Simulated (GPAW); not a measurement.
# A 8-layer slab of K(100): work function by functional and basis

Aim: the work function of both faces of a 8-layer slab of K(100), and its spread over functionals and bases.

Method: GPAW, PAW setups; slab in vacuum, relaxation, in the first sound run; inputs show where later runs differ, in GPAW 26.7.0.

## 1. The structure

The cell holds 8 atoms: 8 K. Its edges and angles: a = 5.230 Å, b = 5.230 Å, c = 32.305 Å, α = 90.0°, β = 90.0°, γ = 90.0°. Vacuum lies along c.

## 2. Relaxation

The atoms are relaxed first, since the surface dipole, and with it the work function, follows the positions of the outer layers. The lowest 4 atoms are held at bulk positions and keep their forces.

The input, run.py:

```python
import json
import numpy as np
from ase import Atoms
from ase.constraints import FixAtoms
from ase.optimize import BFGS
from gpaw import GPAW, PW

slab = Atoms(
    ['K', 'K', 'K', 'K', 'K', 'K', 'K', 'K'],
    positions=[
        [2.61500, 2.61500, 7.00000],
        [0.00000, 0.00000, 9.61500],
        [2.61500, 2.61500, 12.23000],
        [0.00000, 0.00000, 14.84500],
        [2.61500, 2.61500, 17.46000],
        [0.00000, 0.00000, 20.07500],
        [2.61500, 2.61500, 22.69000],
        [0.00000, 0.00000, 25.30500]],
    cell=[[5.23, 0.0, 0.0], [0.0, 5.23, 0.0], [0.0, 0.0, 32.305]],
    pbc=[True, True, False])

slab.calc = GPAW(mode=PW(400), xc='PBE', kpts={'size': (6, 6, 1), 'gamma': True},
                 occupations={'name': 'fermi-dirac', 'width': 0.1}, nbands='160%',
                 convergence={'density': 1e-05}, maxiter=200,
                 poissonsolver={'dipolelayer': 'xy'},
                 symmetry={'tolerance': 1e-3, 'extra_ids': [1, 1, 1, 1, 0, 0, 0, 0]}, txt='slab.txt')
result = {}
slab.set_constraint(FixAtoms([0, 1, 2, 3]))
path = []
opt = BFGS(slab, maxstep=0.2)
opt.attach(lambda: path.append((slab.get_potential_energy(), slab.positions.tolist(), slab.get_forces().tolist())))
result['relaxed'] = bool(opt.run(fmax=0.03, steps=40))
result['path'] = path
energy = slab.get_potential_energy()
fermi = slab.calc.get_fermi_level()
v = slab.calc.get_electrostatic_potential().mean((0, 1)) - fermi
n = slab.calc.get_pseudo_density().mean((0, 1))
L = slab.cell[2, 2]
z = np.arange(len(v)) * L / len(v)
low, high = slab.positions[:, 2].min(), slab.positions[:, 2].max()
below, above = np.interp([low - 4.8, high + 4.8], z, v)
slopes = [np.interp(x, z, np.gradient(v, z)) for x in (low - 4.8, high + 4.8)]
eps = np.array([[slab.calc.get_eigenvalues(k, s) for k in range(len(slab.calc.get_ibz_k_points()))]
                for s in range(slab.calc.get_number_of_spins())]) - fermi
top, bottom = eps[eps < 0].max(), eps[eps > 0].min()
dipole = slab.get_dipole_moment()[2]
print(f'energy {energy:.4f} eV, Fermi level {fermi:.4f} eV, dipole {dipole:.5f} e A')
print(f'potential 4.8 A off the faces, from the Fermi level: lower {below:.4f} eV, upper {above:.4f} eV')
print(f'slope of the potential there: lower {slopes[0]:.5f}, upper {slopes[1]:.5f} eV/A')
print(f'nearest levels on the mesh: {top:.4f} and {bottom:.4f} eV')
print('magnetic moment', round(slab.get_magnetic_moment(), 3))
result.update(energy=energy, fermi=fermi, dipole=dipole, below=below, above=above, slopes=slopes, edges=[top, bottom],
              z=z.tolist(), v=v.tolist(), n=n.tolist(), positions=slab.positions.tolist(),
              forces=slab.get_forces(apply_constraint=False).tolist(), moments=slab.get_magnetic_moments().tolist())
json.dump(result, open('result.json', 'w'))
```

Command:

```sh
OMP_NUM_THREADS=1 OPENBLAS_NUM_THREADS=1 python run.py
```

Output:

```text
Step          Energy          fmax
BFGS:    0       -9.106349        0.023767
energy -9.0061 eV, Fermi level -0.0297 eV, dipole 0.00002 e A
potential 4.8 A off the faces, from the Fermi level: lower 2.2374 eV, upper 2.2374 eV
slope of the potential there: lower -0.00777, upper 0.00777 eV/A
nearest levels on the mesh: -0.0526 and 0.0218 eV
magnetic moment 0.0
```

It took 2.4 min on 1 thread of Intel Xeon 6975P-C (Granite Rapids), shared host; peak memory 0.51 GiB.

This step gave:

```
dipole along the normal                    : 1.75e-5 e·Å
levels nearest the Fermi level on the mesh : -0.05262, 0.02177 eV from the Fermi level
upper work function                        : 2.237 eV
lower work function                        : 2.237 eV
```

The electrostatic potential energy of an electron (without an applied field's), less the Fermi level, planar mean oscillates, so the rows of the table below give means over windows of 2.58 Å about each position, cut where the curve ends. Its maxima inside the range that stand out by 2 % of the span (Å: eV): 8.3: 0.921, 10.9: 0.903, 13.6: 0.913, 16.2: 0.926, 18.7: 0.913, 21.4: 0.903, 24.0: 0.921. Its minima: 7.0: -4.81, 9.6: -4.62, 12.3: -4.61, 14.9: -4.66, 17.4: -4.66, 20.0: -4.61, 22.7: -4.62, 25.3: -4.81.

The electrostatic potential energy of an electron (without an applied field's), less the Fermi level, planar mean by z; means over each step:

```
z (Å)  electrostatic potential energy of an electron (without an applied field's), less the Fermi level, planar mean (eV)
 1.29                                                                                                                2.24
 3.87                                                                                                                2.13
 6.45                                                                                                              -0.963
 9.03                                                                                                               -1.11
11.61                                                                                                               -1.12
14.19                                                                                                               -1.12
16.77                                                                                                               -1.11
19.35                                                                                                               -1.11
21.93                                                                                                               -1.10
24.51                                                                                                               -1.16
27.09                                                                                                                1.41
29.67                                                                                                                2.22
```

The pseudo valence density, planar mean oscillates, so the rows of the table below give means over windows of 2.58 Å about each position, cut where the curve ends. Its maxima inside the range that stand out by 2 % of the span (Å: e/Å³): 7.1: 0.278, 9.7: 0.285, 12.3: 0.289, 14.9: 0.291, 17.4: 0.291, 20.0: 0.289, 22.6: 0.285, 25.2: 0.278. Its minima: 8.4: 0.0265, 11.0: 0.0249, 13.6: 0.0247, 16.2: 0.0248, 18.7: 0.0247, 21.3: 0.0249, 23.9: 0.0265.

Pseudo valence density, planar mean against z; means over each step:

z (Å), pseudo valence density, planar mean (e/Å³) and a bar:
```
     1.29      0.000 
     3.87      0.001 
     6.45      0.117 ############################
     9.03      0.127 ##############################
    11.61      0.126 ##############################
    14.19      0.126 ##############################
    16.77      0.126 ##############################
    19.35      0.126 ##############################
    21.93      0.126 ##############################
    24.51      0.125 ##############################
    27.09      0.020 #####
    29.67      0.000
```

The starting forces already met the threshold, so no step was taken. The largest force left on a free atom is 0.024 eV/Å.

## 3. The slab's potential

The work function is the vacuum plateau of the electrostatic potential less the Fermi level; a dipole layer lets the two faces have plateaus of their own.

This step: GPAW, PAW setups; slab in vacuum (GPAW 26.7.0).

Edit run.py of step 2 so:

```diff
@@ -3,4 +3,2 @@
 from ase import Atoms
-from ase.constraints import FixAtoms
-from ase.optimize import BFGS
 from gpaw import GPAW, PW
@@ -25,10 +23,4 @@
                  poissonsolver={'dipolelayer': 'xy'},
-                 symmetry={'tolerance': 1e-3, 'extra_ids': [1, 1, 1, 1, 0, 0, 0, 0]}, txt='slab.txt')
+                 symmetry={'tolerance': 1e-3}, txt='slab.txt')
 result = {}
-slab.set_constraint(FixAtoms([0, 1, 2, 3]))
-path = []
-opt = BFGS(slab, maxstep=0.2)
-opt.attach(lambda: path.append((slab.get_potential_energy(), slab.positions.tolist(), slab.get_forces().tolist())))
-result['relaxed'] = bool(opt.run(fmax=0.03, steps=40))
-result['path'] = path
 energy = slab.get_potential_energy()
```

Output:

```text
energy -9.0061 eV, Fermi level -0.0297 eV, dipole 0.00002 e A
potential 4.8 A off the faces, from the Fermi level: lower 2.2374 eV, upper 2.2374 eV
slope of the potential there: lower -0.00777, upper 0.00777 eV/A
nearest levels on the mesh: -0.0526 and 0.0218 eV
magnetic moment 0.0
```

It took 2.6 min on 1 thread; peak memory 0.5 GiB.

The electrostatic potential energy of an electron (without an applied field's), less the Fermi level, planar mean oscillates, so the rows of the table below give means over windows of 2.58 Å about each position, cut where the curve ends. Its maxima inside the range that stand out by 2 % of the span (Å: eV): 8.3: 0.921, 10.9: 0.903, 13.6: 0.913, 16.2: 0.926, 18.7: 0.913, 21.4: 0.903, 24.0: 0.921. Its minima: 7.0: -4.81, 9.6: -4.62, 12.3: -4.61, 14.9: -4.66, 17.4: -4.66, 20.0: -4.61, 22.7: -4.62, 25.3: -4.81.

Electrostatic potential energy of an electron (without an applied field's), less the Fermi level, planar mean against z; means over each step:

(Unchanged from step 2.)

The pseudo valence density, planar mean oscillates, so the rows of the table below give means over windows of 2.58 Å about each position, cut where the curve ends. Its maxima inside the range that stand out by 2 % of the span (Å: e/Å³): 7.1: 0.278, 9.7: 0.285, 12.3: 0.289, 14.9: 0.291, 17.4: 0.291, 20.0: 0.289, 22.6: 0.285, 25.2: 0.278. Its minima: 8.4: 0.0265, 11.0: 0.0249, 13.6: 0.0247, 16.2: 0.0248, 18.7: 0.0247, 21.3: 0.0249, 23.9: 0.0265.

Table of pseudo valence density, planar mean by z; means over each step:

z (Å), pseudo valence density, planar mean (e/Å³) and a bar:
```
     1.29      0.000 
     3.87      0.001 
     6.45      0.117 ############################
     9.03      0.127 ##############################
    11.61      0.126 ##############################
    14.19      0.126 ##############################
    16.77      0.126 ##############################
    19.35      0.126 ##############################
    21.93      0.126 ##############################
    24.51      0.125 ##############################
    27.09      0.020 #####
    29.67      0.000
```

The potential is flat to 0.008 eV/Å where it is read, so the vacuum is wide enough.

## 4. Self-consistent run: xc = "LDA"

The same geometry under LDA, to see how far the functional moves the levels against the vacuum.

Edit run.py of step 3 so:

```diff
@@ -19,3 +19,3 @@
 
-slab.calc = GPAW(mode=PW(400), xc='PBE', kpts={'size': (6, 6, 1), 'gamma': True},
+slab.calc = GPAW(mode=PW(400), xc='LDA', kpts={'size': (6, 6, 1), 'gamma': True},
                  occupations={'name': 'fermi-dirac', 'width': 0.1}, nbands='160%',
```

Output:

```text
energy -9.9831 eV, Fermi level -0.1985 eV, dipole 0.00000 e A
potential 4.8 A off the faces, from the Fermi level: lower 2.3593 eV, upper 2.3595 eV
slope of the potential there: lower -0.00694, upper 0.00694 eV/A
nearest levels on the mesh: -0.0543 and 0.0199 eV
magnetic moment 0.0
```

Elapsed: 2.9 min, on 1 thread; peak memory 0.5 GiB.

Numbers from this step:

* dipole along the normal: 1.69e-6 e·Å
* levels nearest the Fermi level on the mesh: -0.05431, 0.01990 eV from the Fermi level
* upper work function: 2.359 eV
* lower work function: 2.359 eV

The electrostatic potential energy of an electron (without an applied field's), less the Fermi level, planar mean oscillates, so the rows of the table below give means over windows of 2.58 Å about each position, cut where the curve ends. Its maxima inside the range that stand out by 2 % of the span (Å: eV): 8.3: 1.14, 10.9: 1.12, 13.6: 1.13, 16.2: 1.14, 18.7: 1.13, 21.4: 1.12, 24.0: 1.14. Its minima: 7.0: -4.65, 9.6: -4.44, 12.3: -4.42, 14.9: -4.47, 17.4: -4.47, 20.0: -4.42, 22.7: -4.44, 25.3: -4.65.

Electrostatic potential energy of an electron (without an applied field's), less the Fermi level, planar mean against z; means over each step:

```
z (Å)  electrostatic potential energy of an electron (without an applied field's), less the Fermi level, planar mean (eV)
 1.29                                                                                                                2.36
 3.87                                                                                                                2.26
 6.45                                                                                                              -0.807
 9.03                                                                                                              -0.912
11.61                                                                                                              -0.920
14.19                                                                                                              -0.919
16.77                                                                                                              -0.911
19.35                                                                                                              -0.910
21.93                                                                                                              -0.905
24.51                                                                                                              -0.973
27.09                                                                                                                1.55
29.67                                                                                                                2.35
```

The pseudo valence density, planar mean oscillates, so the rows of the table below give means over windows of 2.58 Å about each position, cut where the curve ends. Its maxima inside the range that stand out by 2 % of the span (Å: e/Å³): 7.1: 0.278, 9.7: 0.285, 12.3: 0.289, 14.9: 0.291, 17.4: 0.291, 20.0: 0.289, 22.6: 0.285, 25.2: 0.278. Its minima: 8.4: 0.0270, 11.0: 0.0253, 13.6: 0.0252, 16.2: 0.0252, 18.7: 0.0252, 21.3: 0.0253, 23.9: 0.0270.

Pseudo valence density, planar mean against z; means over each step:

z (Å), pseudo valence density, planar mean (e/Å³) and a bar:
```
     1.29      0.000 
     3.87      0.001 
     6.45      0.117 ############################
     9.03      0.127 ##############################
    11.61      0.126 ##############################
    14.19      0.126 ##############################
    16.77      0.126 ##############################
    19.35      0.126 ##############################
    21.93      0.126 ##############################
    24.51      0.125 ##############################
    27.09      0.020 #####
    29.67      0.000
```

Force by atom:

```
atom  x (eV/Å)  y (eV/Å)  z (eV/Å)    size
  K1    0.0000    0.0000    0.0608  0.0608
  K2    0.0000    0.0000    0.0131  0.0131
  K3    0.0000    0.0000   -0.0048  0.0048
  K4    0.0000    0.0000    0.0008  0.0008
  K5    0.0000    0.0000   -0.0005  0.0005
  K6    0.0000    0.0000    0.0049  0.0049
  K7    0.0000    0.0000   -0.0131  0.0131
  K8    0.0000    0.0000   -0.0608  0.0608
```

The upper face's work function is 2.359 eV, against 2.237 eV in the first plane-wave PBE run at this geometry.

## 5. Self-consistent run: xc = "vdW-DF2"

The same geometry under vdW-DF2, to see how far the functional moves the levels against the vacuum (the van der Waals functionals take revPBE setups).

Edit run.py of step 4 so:

```diff
@@ -19,3 +19,3 @@
 
-slab.calc = GPAW(mode=PW(400), xc='LDA', kpts={'size': (6, 6, 1), 'gamma': True},
+slab.calc = GPAW(mode=PW(400), xc='vdW-DF2', kpts={'size': (6, 6, 1), 'gamma': True},
                  occupations={'name': 'fermi-dirac', 'width': 0.1}, nbands='160%',
```

Output:

```text
energy -280.0112 eV, Fermi level -0.2157 eV, dipole 0.00007 e A
potential 4.8 A off the faces, from the Fermi level: lower 2.5604 eV, upper 2.5602 eV
slope of the potential there: lower -0.01254, upper 0.01251 eV/A
nearest levels on the mesh: -0.0543 and 0.0241 eV
magnetic moment 0.0
```

Wall time 6.3 min (1 thread); peak memory 0.96 GiB.

This step gave:

```
dipole along the normal                    : 6.97e-5 e·Å
levels nearest the Fermi level on the mesh : -0.05428, 0.02405 eV from the Fermi level
upper work function                        : 2.560 eV
lower work function                        : 2.560 eV
```

The upper face's work function is 2.560 eV, against 2.237 eV in the first plane-wave PBE run at this geometry.

## 6. Self-consistent run: xc = "revPBE"

The same geometry under revPBE, to see how far the functional moves the levels against the vacuum.

Edit run.py of step 5 so:

```diff
@@ -19,3 +19,3 @@
 
-slab.calc = GPAW(mode=PW(400), xc='vdW-DF2', kpts={'size': (6, 6, 1), 'gamma': True},
+slab.calc = GPAW(mode=PW(400), xc='revPBE', kpts={'size': (6, 6, 1), 'gamma': True},
                  occupations={'name': 'fermi-dirac', 'width': 0.1}, nbands='160%',
```

Output:

```text
energy -8.2222 eV, Fermi level 0.0682 eV, dipole -0.00002 e A
potential 4.8 A off the faces, from the Fermi level: lower 2.1558 eV, upper 2.1561 eV
slope of the potential there: lower -0.00847, upper 0.00847 eV/A
nearest levels on the mesh: -0.0516 and 0.0226 eV
magnetic moment 0.0
```

Elapsed: 2.6 min, on 1 thread; peak memory 0.51 GiB.

Numbers from this step:

| Quantity | Value |
| --- | --- |
| dipole along the normal | -2.19e-5 e·Å |
| levels nearest the Fermi level on the mesh | -0.05157, 0.02255 eV from the Fermi level |
| upper work function | 2.156 eV |
| lower work function | 2.156 eV |

The electrostatic potential energy of an electron (without an applied field's), less the Fermi level, planar mean oscillates, so the rows of the table below give means over windows of 2.58 Å about each position, cut where the curve ends. Its maxima inside the range that stand out by 2 % of the span (Å: eV): 8.3: 0.804, 10.9: 0.786, 13.6: 0.795, 16.2: 0.809, 18.7: 0.795, 21.4: 0.786, 24.0: 0.804. Its minima: 7.0: -4.91, 9.6: -4.72, 12.3: -4.71, 14.9: -4.76, 17.4: -4.76, 20.0: -4.71, 22.7: -4.72, 25.3: -4.91.

Table of electrostatic potential energy of an electron (without an applied field's), less the Fermi level, planar mean by z; means over each step:

z (Å), electrostatic potential energy of an electron (without an applied field's), less the Fermi level, planar mean (eV) and a bar from the least value:
```
     1.29       2.16 ##############################
     3.87       2.05 #############################
     6.45      -1.05 ##
     9.03      -1.22 
    11.61      -1.23 
    14.19      -1.23 
    16.77      -1.22 
    19.35      -1.22 
    21.93      -1.21 
    24.51      -1.27 
    27.09       1.32 #######################
    29.67       2.14 ##############################
```

The upper face's work function is 2.156 eV, against 2.237 eV in the first plane-wave PBE run at this geometry.

[end of part 1 of 2]

[Logs are printed without paths, hosts, clocks, repeated set-up lines and the standing remarks that a program may print on its own settings, such as how far it seeks lower states.]

[Hosts, paths, dates, database ids (printed as entryN), source tags and the programs' standing remarks are cut or masked in the printed files.]
